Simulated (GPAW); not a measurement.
# Geometry or basis: what sets the conductance of CO in line between two W chains, part 2 of 3

How well does CO in line between two W chains conduct once its atoms have relaxed, and how much do cheaper levels lose?

GPAW 26.7.0; GPAW LCAO, PAW setups; relaxation of the junction within the symmetry of its start, lead ends held (the session's first sound run).

So far, transmission at the Fermi level (one spin): step 3 (double-zeta polarised basis) 1.39.

## Step 4: Single-zeta polarised basis

Level of this step: GPAW LCAO, PAW setups; Landauer transmission from Green's functions with principal layers (ASE), zero bias (GPAW).

One radial function a shell plus polarisation makes the matrices smaller; the question is what that costs.

Contents of run.py:

```python
import json
import numpy as np
from ase import Atoms
from ase.transport.calculators import TransportCalculator
from gpaw import GPAW, FermiDirac
from gpaw.lcao.tools import get_lcao_hamiltonian
from scipy.linalg import eigh

# The junction with lead layers at both ends, along the third cell vector
device = Atoms(
    ['W', 'W', 'W', 'W', 'W', 'W', 'W', 'W', 'C', 'O', 'W', 'W', 'W', 'W', 'W', 'W', 'W', 'W'],
    positions=[
        [4.50000, 4.50000, 1.12500],
        [4.50000, 4.50000, 3.37500],
        [4.50000, 4.50000, 5.62500],
        [4.50000, 4.50000, 7.87500],
        [4.50000, 4.50000, 10.12500],
        [4.50000, 4.50000, 12.37500],
        [4.50000, 4.50000, 14.62500],
        [4.50000, 4.50000, 16.74571],
        [4.50000, 4.50000, 18.53793],
        [4.50000, 4.50000, 19.75234],
        [4.50000, 4.50000, 21.60751],
        [4.50000, 4.50000, 23.67070],
        [4.50000, 4.50000, 25.92070],
        [4.50000, 4.50000, 28.17070],
        [4.50000, 4.50000, 30.42070],
        [4.50000, 4.50000, 32.67070],
        [4.50000, 4.50000, 34.92070],
        [4.50000, 4.50000, 37.17070]],
    cell=[[9.0, 0.0, 0.0], [0.0, 9.0, 0.0], [0.0, 0.0, 38.2957]],
    pbc=True)

# One principal layer of the lead: the first 5 atoms of the device
lead = Atoms(
    ['W', 'W', 'W', 'W', 'W'],
    positions=[
        [4.50000, 4.50000, 1.12500],
        [4.50000, 4.50000, 3.37500],
        [4.50000, 4.50000, 5.62500],
        [4.50000, 4.50000, 7.87500],
        [4.50000, 4.50000, 10.12500]],
    cell=[[9.0, 0.0, 0.0], [0.0, 9.0, 0.0], [0.0, 0.0, 11.25]],
    pbc=True)

settings = dict(mode='lcao', basis='szp(dzp)', xc='PBE', h=0.18,
                occupations=FermiDirac(0.1), maxiter=250,
                mixer=dict(beta=0.1, nmaxold=8, weight=100.0),
                convergence=dict(density=0.0001))
energies = np.arange(-2, 2 + 1e-9, 0.025)
eta = 0.0001
n1, n2 = 1, 1
# k and -k transmit alike, so half of the mesh across the current serves
mesh = [(i, j) for i in range(n1) for j in range(n2) if (i, j) <= (-i % n1, -j % n2)]
weights = np.array([1 if (i, j) == (-i % n1, -j % n2) else 2 for i, j in mesh]) / (n1 * n2)


def ground_state(atoms, size, txt):
    atoms.calc = GPAW(kpts={'size': size, 'gamma': True}, symmetry={'tolerance': 1e-3}, txt=txt, **settings)
    atoms.get_potential_energy()
    return atoms.calc.get_fermi_level()


def blocks(atoms, fermi, points, nz, cells):
    """H - E_F S and S between cell 0 and the cells above it, at each point across the current."""
    kz = np.arange(nz) / nz
    calc = atoms.calc.fixed_density(kpts=[(*k, z) for k in points for z in kz], symmetry='off', txt=None)
    H, S = get_lcao_hamiltonian(calc)
    H = (H - fermi * S).reshape(len(H), len(points), nz, *S.shape[1:])
    S = S.reshape(H.shape[1:])
    phases = [np.exp(-2j * np.pi * kz * R) / nz for R in cells]
    return [(np.einsum('skzij,z->ksij', H, p), np.einsum('kzij,z->kij', S, p)) for p in phases]


def pair(a, b):
    return np.block([[a, b], [b.T.conj(), a]])


def count_channels(h, s, cells, nk=240):
    """Half the number of times that the lead's bands cross each energy, unfolded to its shortest repeat."""
    b = len(h) // cells
    bands = []
    for k in (np.arange(nk + 1) + 0.5) / nk:
        hk, sk = h[:b, :b].copy(), s[:b, :b].copy()
        for R in range(1, cells):
            phase, block = np.exp(2j * np.pi * k * R), slice(R * b, (R + 1) * b)
            hk += h[:b, block] * phase + (h[:b, block] * phase).T.conj()
            sk += s[:b, block] * phase + (s[:b, block] * phase).T.conj()
        w, u = eigh(sk)
        x = u[:, w > 1e-5] / w[w > 1e-5]**0.5  # drop near-dependent combinations
        bands.append(np.r_[eigh(x.T.conj() @ hk @ x, eigvals_only=True), [1e9] * (w <= 1e-5).sum()])
    below = np.array(bands)[:, :, None] < energies
    return (below[1:] != below[:-1]).sum((0, 1)) / 2


fermi_lead = ground_state(lead, (1, 1, 10), 'lead.txt')
fermi_device = ground_state(device, (1, 1, 2), 'device.txt')
T, channels, eigen, tail, misfit, shifts = [], [], [], 0.0, 0.0, []
for first in range(0, len(mesh), 342):
    points = [(i / n1, j / n2) for i, j in mesh[first:first + 342]]
    (H0k, S0k), (H1k, S1k), (H2k, _) = blocks(lead, fermi_lead, points, 5, range(3))
    [(Hk, Sk)] = blocks(device, fermi_device, points, 2, [0])
    tail = max(tail, abs(H2k).max())
    for H0, S0, H1, S1, H, S in zip(H0k, S0k, H1k, S1k, Hk, Sk):
        n = len(S0)
        # Shift the lead onto the potential of the device's first layer
        shift = ((H[:, 0, 0] - H0[:, 0, 0]) / S0[0, 0]).real.mean()
        shifts.append(shift)
        misfit = max(misfit, abs(H[:, :n, :n] - H0 - shift * S0).max())
        Tk, Ck, Ek = [], [], []
        for s in range(len(H)):
            t = s % len(H0)  # a lead without moments serves both spins
            h1, s1 = pair(H0[t] + shift * S0, H1[t] + shift * S1), pair(S0, S1)
            leads = dict(h1=h1, s1=s1, energies=energies, eta=eta, eta1=eta, eta2=eta)
            calc = TransportCalculator(h=H[s], s=S, eigenchannels=3, **leads)
            Tk.append(calc.get_transmission())
            Ek.append(np.sort(calc.eigenchannels_ne, axis=0)[::-1])
            Ck.append(count_channels(h1, s1, 10))
        T.append(Tk)
        channels.append(Ck)
        eigen.append(Ek)
T, channels = np.array(T), np.array(channels)
mean, open_channels = np.einsum('kse,k->se', T, weights), np.einsum('kse,k->se', channels, weights)

print(f'basis functions: device {len(S)}, principal layer {n}')
print(f'Fermi level: lead {fermi_lead:.4f} eV, device {fermi_device:.4f} eV; lead shifted by {np.mean(shifts):.4f} eV')
print(f'largest coupling past the next layer {tail:.2e} eV, largest misfit of the first layer {misfit:.3f} eV')
print('  E-E_F (eV)   ' + 'T (one spin)  channels')
for e, t, c in zip(energies, mean.T, open_channels.T):
    print(f'{e:10.3f}  ', *[f'{x:11.4e}' for x in t], *[f'{x:9.4f}' for x in c])

kT = 8.617333e-5 * 300
fine = np.linspace(energies[0], energies[-1], 4001)
both = np.exp(np.interp(fine, energies, np.log(np.maximum(mean.sum(0) * 2 / len(mean), 1e-30))))
fermi = lambda mu: 1 / (1 + np.exp(np.clip((fine - mu) / kT, -200, 200)))
slope = fermi(0) * (1 - fermi(0)) / kT
G = np.trapezoid(both * slope, fine) / 2
seebeck = -np.trapezoid(both * slope * fine, fine) / (2 * G * 300) * 1e6
print(f'conductance at 300 K: {G:.5g} G0 a cell; thermopower {seebeck:.4g} uV/K')
bias = [0.1, 0.2, 0.5, 1.0, 1.5, 2.0]
current = [38.74 * np.trapezoid(both * (fermi(V / 2) - fermi(-V / 2)), fine) for V in bias]
for V, I in zip(bias, current):
    print(f'current from the zero-bias T(E) at {V} V: {I:.5g} uA')
zero = abs(energies).argmin()
json.dump(dict(energies=energies.tolist(), T=mean.tolist(), channels=open_channels.tolist(), G=G, seebeck=seebeck,
               bias=bias, current=current, tail=tail, misfit=misfit, shift=np.mean(shifts), n_device=len(S), n_lead=n,
               fermi=[fermi_lead, fermi_device], energy=device.get_potential_energy(),
               moments=device.get_magnetic_moments().tolist(), mesh=mesh, weights=weights.tolist(),
               T_k=T[:, :, zero].tolist(), eigen=np.array(eigen[0]).tolist()), open('result.json', 'w'))
```

On the command line:

```sh
$ OMP_NUM_THREADS=1 OPENBLAS_NUM_THREADS=1 python run.py
```

The log of the run:

```text
basis functions: device 274, principal layer 80
Fermi level: lead -2.6335 eV, device -2.6998 eV; lead shifted by -0.0033 eV
largest coupling past the next layer 7.88e-06 eV, largest misfit of the first layer 0.075 eV
  E-E_F (eV)   T (one spin)  [channel counts left out]
    -2.000    7.1465e-01
    -1.975    7.1438e-01
    -1.950    7.1410e-01
    -1.925    7.1383e-01
    -1.900    7.1359e-01
    -1.875    7.1341e-01
    -1.850    7.1330e-01
    -1.825    7.1329e-01
    -1.800    7.1340e-01
    -1.775    7.1367e-01
    -1.750    7.1417e-01
    -1.725    7.1265e-01
    -1.700    7.1520e-01
    -1.675    7.1631e-01
    -1.650    7.1763e-01
    -1.625    7.1920e-01
[...]
1.825    8.5209e-02
     1.850    8.4763e-02
     1.875    8.5249e-02
     1.900    8.5687e-02
     1.925    8.6069e-02
     1.950    8.6389e-02
     1.975    8.6638e-02
     2.000    8.6810e-02
conductance at 300 K: 1.4069 G0 a cell; thermopower -0.4289 uV/K
current from the zero-bias T(E) at 0.1 V: 10.897 uA
current from the zero-bias T(E) at 0.2 V: 21.77 uA
current from the zero-bias T(E) at 0.5 V: 54.017 uA
current from the zero-bias T(E) at 1.0 V: 105.26 uA
current from the zero-bias T(E) at 1.5 V: 151.69 uA
current from the zero-bias T(E) at 2.0 V: 192.72 uA
```

It took 3.7 min on 1 thread of Arm Neoverse V1, shared host; peak memory 2.1 GiB.

This step gave:

```
conductance                                 : 1.407 G₀
largest misfit of the first principal layer : 0.07485 eV
shift that aligns the lead                  : -0.003322 eV
basis functions of the junction             : 274
basis functions of a principal layer        : 80
transmission at the Fermi level (one spin)  : 1.408
```

One spin. The transmission, zone mean by energy, zero at the Fermi level:

```
energy (eV)  transmission, zone mean
     -2.000                    0.715
     -1.800                    0.713
     -1.600                    0.721
     -1.400                    0.749
     -1.200                    0.805
     -1.000                    0.895
     -0.800                     1.02
     -0.600                     1.15
     -0.400                     1.28
     -0.200                     1.37
      0.000                     1.41
      0.075                     1.41
      0.200                     1.40
      0.400                     1.35
      0.600                     1.28
      0.800                     1.18
      1.000                     1.09
      1.200                     1.01
      1.400                    0.950
      1.600                    0.941
      1.725                     1.05
      1.800                   0.0844
      2.000                   0.0868
```

Not self-consistent under bias; the bias window is split evenly. The current through one cell, from the zero-bias transmission by bias:

```csv
bias (V),"current through one cell, from the zero-bias transmission (μA)"
0.100,10.9
0.200,21.8
0.500,54.0
1.000,105
1.500,152
2.000,193
```

Transmission of the three most open eigenchannels against energy, zero at the Fermi level:

| energy (eV) | channel 1 | channel 2 | channel 3 |
| --- | --- | --- | --- |
| -2.000 | 0.328 | 0.328 | 0.0573 |
| -1.900 | 0.329 | 0.329 | 0.0557 |
| -1.800 | 0.329 | 0.329 | 0.0546 |
| -1.700 | 0.330 | 0.330 | 0.0541 |
| -1.600 | 0.333 | 0.333 | 0.0540 |
| -1.500 | 0.338 | 0.338 | 0.0541 |
| -1.400 | 0.347 | 0.347 | 0.0545 |
| -1.300 | 0.359 | 0.359 | 0.0548 |
| -1.200 | 0.375 | 0.375 | 0.0553 |
| -1.100 | 0.395 | 0.395 | 0.0559 |
| -1.000 | 0.419 | 0.419 | 0.0565 |
| -0.900 | 0.447 | 0.447 | 0.0572 |
| -0.800 | 0.479 | 0.479 | 0.0579 |
| -0.700 | 0.512 | 0.512 | 0.0588 |
| -0.600 | 0.545 | 0.545 | 0.0597 |
| -0.500 | 0.578 | 0.578 | 0.0606 |
| -0.400 | 0.607 | 0.607 | 0.0614 |
| -0.300 | 0.632 | 0.632 | 0.0621 |
| -0.200 | 0.651 | 0.651 | 0.0627 |
| -0.100 | 0.665 | 0.665 | 0.0630 |
| 0.000 | 0.672 | 0.672 | 0.0631 |
| 0.100 | 0.673 | 0.673 | 0.0631 |
| 0.200 | 0.668 | 0.668 | 0.0629 |
| 0.300 | 0.659 | 0.659 | 0.0627 |
| 0.400 | 0.644 | 0.644 | 0.0624 |
| 0.500 | 0.626 | 0.626 | 0.0622 |
| 0.600 | 0.605 | 0.605 | 0.0622 |
| 0.700 | 0.582 | 0.582 | 0.0623 |
| 0.800 | 0.559 | 0.559 | 0.0625 |
| 0.900 | 0.535 | 0.535 | 0.0630 |
| 1.000 | 0.512 | 0.512 | 0.0638 |
| 1.100 | 0.491 | 0.491 | 0.0647 |
| 1.200 | 0.471 | 0.471 | 0.0659 |
| 1.300 | 0.453 | 0.453 | 0.0672 |
| 1.400 | 0.438 | 0.438 | 0.0688 |
| 1.500 | 0.429 | 0.429 | 0.0706 |
| 1.600 | 0.431 | 0.431 | 0.0725 |
| 1.700 | 0.441 | 0.441 | 0.0744 |
| 1.800 | 0.0763 | 0.00738 | 3.5e-4 |
| 1.900 | 0.0778 | 0.00793 | 4.8e-9 |
| 2.000 | 0.0785 | 0.00836 | 4.8e-9 |

The conductance, 1.41 G₀, lies 1.5 % above that of the dzp run.

## Step 5: Minimal basis

One function for each valence shell of the setup, as for a first survey of a large system.

Changes to run.py since step 4:

```diff
@@ -45,3 +45,3 @@
 
-settings = dict(mode='lcao', basis='szp(dzp)', xc='PBE', h=0.18,
+settings = dict(mode='lcao', basis='sz(dzp)', xc='PBE', h=0.18,
                 occupations=FermiDirac(0.1), maxiter=250,
```

The log of the run:

```text
basis functions: device 216, principal layer 65
Fermi level: lead -2.6779 eV, device -2.7453 eV; lead shifted by -0.0037 eV
largest coupling past the next layer 7.88e-06 eV, largest misfit of the first layer 0.053 eV
  E-E_F (eV)   T (one spin)  [channel counts left out]
    -2.000    7.5091e-01
    -1.975    7.5076e-01
    -1.950    7.5059e-01
[...]
1.975    8.4737e-02
     2.000    8.5023e-02
conductance at 300 K: 1.4435 G0 a cell; thermopower -0.06384 uV/K
current from the zero-bias T(E) at 0.1 V: 11.18 uA
current from the zero-bias T(E) at 0.2 V: 22.337 uA
current from the zero-bias T(E) at 0.5 V: 55.431 uA
current from the zero-bias T(E) at 1.0 V: 108.04 uA
current from the zero-bias T(E) at 1.5 V: 155.68 uA
current from the zero-bias T(E) at 2.0 V: 197.59 uA
```

Elapsed: 2.8 min, on 1 thread; peak memory 2 GiB.

Numbers from this step:

| Property | Result |
| --- | --- |
| conductance | 1.443 G₀ |
| largest misfit of the first principal layer | 0.05253 eV |
| shift that aligns the lead | -0.003664 eV |
| basis functions of the junction | 216 |
| basis functions of a principal layer | 65 |
| transmission at the Fermi level (one spin) | 1.445 |

One spin. Transmission, zone mean against energy, zero at the Fermi level:

energy (eV), transmission, zone mean and a bar:
```
   -2.000       0.75 ###############
   -1.800       0.75 ###############
   -1.600       0.76 ###############
   -1.400       0.79 ################
   -1.200       0.85 #################
   -1.000       0.95 ###################
   -0.800       1.08 ######################
   -0.600       1.21 #########################
   -0.400       1.34 ############################
   -0.200       1.42 #############################
    0.000       1.44 ##############################
    0.200       1.42 ##############################
    0.400       1.36 ############################
    0.600       1.28 ##########################
    0.800       1.18 ########################
    1.000       1.07 ######################
    1.200       0.98 ####################
    1.400       0.90 ##################
    1.600       0.87 #################
    1.800       0.08 
    2.000       0.09
```

The conductance, 1.44 G₀, lies 4.2 % above that of the dzp run.

## Step 6: RPBE in the dzp basis: xc = "RPBE"

Back in the dzp basis, the functional changes from PBE to RPBE, to set the spread between functionals beside that between bases.

Changes to run.py since step 5:

```diff
@@ -45,3 +45,3 @@
 
-settings = dict(mode='lcao', basis='sz(dzp)', xc='PBE', h=0.18,
+settings = dict(mode='lcao', basis='dzp', xc='RPBE', h=0.18,
                 occupations=FermiDirac(0.1), maxiter=250,
```

The log of the run:

```text
basis functions: device 490, principal layer 145
Fermi level: lead -2.5814 eV, device -2.5909 eV; lead shifted by -0.0046 eV
largest coupling past the next layer 7.82e-06 eV, largest misfit of the first layer 0.075 eV
  E-E_F (eV)   T (one spin)  channels
    -2.000    6.9385e-01    4.0000
    -1.975    6.9321e-01    4.0000
    -1.950    6.9257e-01    4.0000
[...]
1.975    1.2291e-01    2.0000
     2.000    1.2268e-01    2.0000
conductance at 300 K: 1.3738 G0 a cell; thermopower -0.6262 uV/K
current from the zero-bias T(E) at 0.1 V: 10.64 uA
current from the zero-bias T(E) at 0.2 V: 21.256 uA
current from the zero-bias T(E) at 0.5 V: 52.724 uA
current from the zero-bias T(E) at 1.0 V: 102.64 uA
current from the zero-bias T(E) at 1.5 V: 147.81 uA
current from the zero-bias T(E) at 2.0 V: 187.73 uA
```

It took 7.1 min on 1 thread; peak memory 2.2 GiB.

This step gave:

```yaml
conductance: 1.374 G₀
largest_coupling_past_the_next_principal_layer: 7.82e-6 eV
largest_misfit_of_the_first_principal_layer: 0.07465 eV
shift_that_aligns_the_lead: -0.004552 eV
basis_functions_of_the_junction: 490
basis_functions_of_a_principal_layer: 145
transmission_at_the_fermi_level_one_spin: 1.375
open_channels_of_the_lead_at_the_fermi_level_one_spin: 6
```

The conductance, 1.37 G₀, lies 0.9 % below that of the dzp run.

## Step 7: Without the relaxation: geometry = "as built"

The dzp basis with PBE on the structure as first built shows what the relaxation was worth.

Changes to run.py since step 6:

```diff
@@ -19,6 +19,6 @@
         [4.50000, 4.50000, 14.62500],
-        [4.50000, 4.50000, 16.74571],
-        [4.50000, 4.50000, 18.53793],
-        [4.50000, 4.50000, 19.75234],
-        [4.50000, 4.50000, 21.60751],
+        [4.50000, 4.50000, 16.87500],
+        [4.50000, 4.50000, 18.62290],
+        [4.50000, 4.50000, 19.78290],
+        [4.50000, 4.50000, 21.42070],
         [4.50000, 4.50000, 23.67070],
@@ -45,3 +45,3 @@
 
-settings = dict(mode='lcao', basis='dzp', xc='RPBE', h=0.18,
+settings = dict(mode='lcao', basis='dzp', xc='PBE', h=0.18,
                 occupations=FermiDirac(0.1), maxiter=250,
```

The log of the run:

```text
basis functions: device 490, principal layer 145
Fermi level: lead -2.6611 eV, device -2.6899 eV; lead shifted by -0.0033 eV
largest coupling past the next layer 7.88e-06 eV, largest misfit of the first layer 0.065 eV
  E-E_F (eV)   T (one spin)  [channel counts left out]
    -2.000    1.5668e+00
    -1.975    1.5709e+00
    -1.950    1.5750e+00
[...]
1.975    5.1586e-02
     2.000    5.1027e-02
conductance at 300 K: 1.779 G0 a cell; thermopower 0.1168 uV/K
current from the zero-bias T(E) at 0.1 V: 13.783 uA
current from the zero-bias T(E) at 0.2 V: 27.559 uA
current from the zero-bias T(E) at 0.5 V: 68.802 uA
current from the zero-bias T(E) at 1.0 V: 137 uA
current from the zero-bias T(E) at 1.5 V: 204.26 uA
current from the zero-bias T(E) at 2.0 V: 270.48 uA
```

The job ended after 7.5 min (1 thread; peak memory 2.2 GiB).

Numbers from this step:

- conductance: 1.779 G₀
- largest coupling past the next principal layer: 7.88e-6 eV
- largest misfit of the first principal layer: 0.06539 eV
- shift that aligns the lead: -0.003258 eV
- transmission at the Fermi level (one spin): 1.779

One spin. The transmission, zone mean by energy, zero at the Fermi level:

```
energy (eV)  transmission, zone mean
     -2.000                     1.57
     -1.900                     1.58
     -1.800                     1.60
     -1.700                     1.61
     -1.600                     1.63
     -1.500                     1.64
     -1.400                     1.65
     -1.300                     1.67
     -1.200                     1.68
     -1.100                     1.69
     -1.000                     1.71
     -0.900                     1.72
     -0.800                     1.73
     -0.700                     1.74
     -0.600                     1.75
     -0.500                     1.76
     -0.400                     1.77
     -0.300                     1.78
     -0.200                     1.78
     -0.100                     1.78
      0.000                     1.78
      0.100                     1.78
      0.200                     1.77
      0.300                     1.76
      0.400                     1.75
      0.500                     1.74
      0.600                     1.72
      0.700                     1.71
      0.800                     1.70
      0.900                     1.69
      1.000                     1.68
      1.100                     1.67
      1.200                     1.66
      1.300                     1.64
      1.400                     1.63
      1.500                     1.61
      1.600                     1.58
      1.700                     1.45
      1.800                   0.0550
      1.900                   0.0531
      2.000                   0.0510
```

The conductance, 1.78 G₀, lies 28 % above that of the dzp run.

## Step 8: Cost and result by level

Times are for 1 thread of Arm Neoverse V1, shared host. The series side by side:

```
no.       run  conductance (G₀)     time  memory (GiB)
  1       dzp             1.386  6.5 min           2.2
  2       szp             1.407  3.7 min           2.1
  3        sz             1.443  2.8 min           2.0
  4  dzp RPBE             1.374  7.1 min           2.2
  5   asbuilt             1.779  7.5 min           2.2
```

(Continued in part 3 of 3.)

[Logs are printed without paths, hosts, clocks, repeated set-up lines and the standing remarks that a program may print on its own settings, such as how far it seeks lower states.]

[Hosts, paths, dates, database ids (printed as entryN), source tags and the programs' standing remarks are cut or masked in the printed files.]
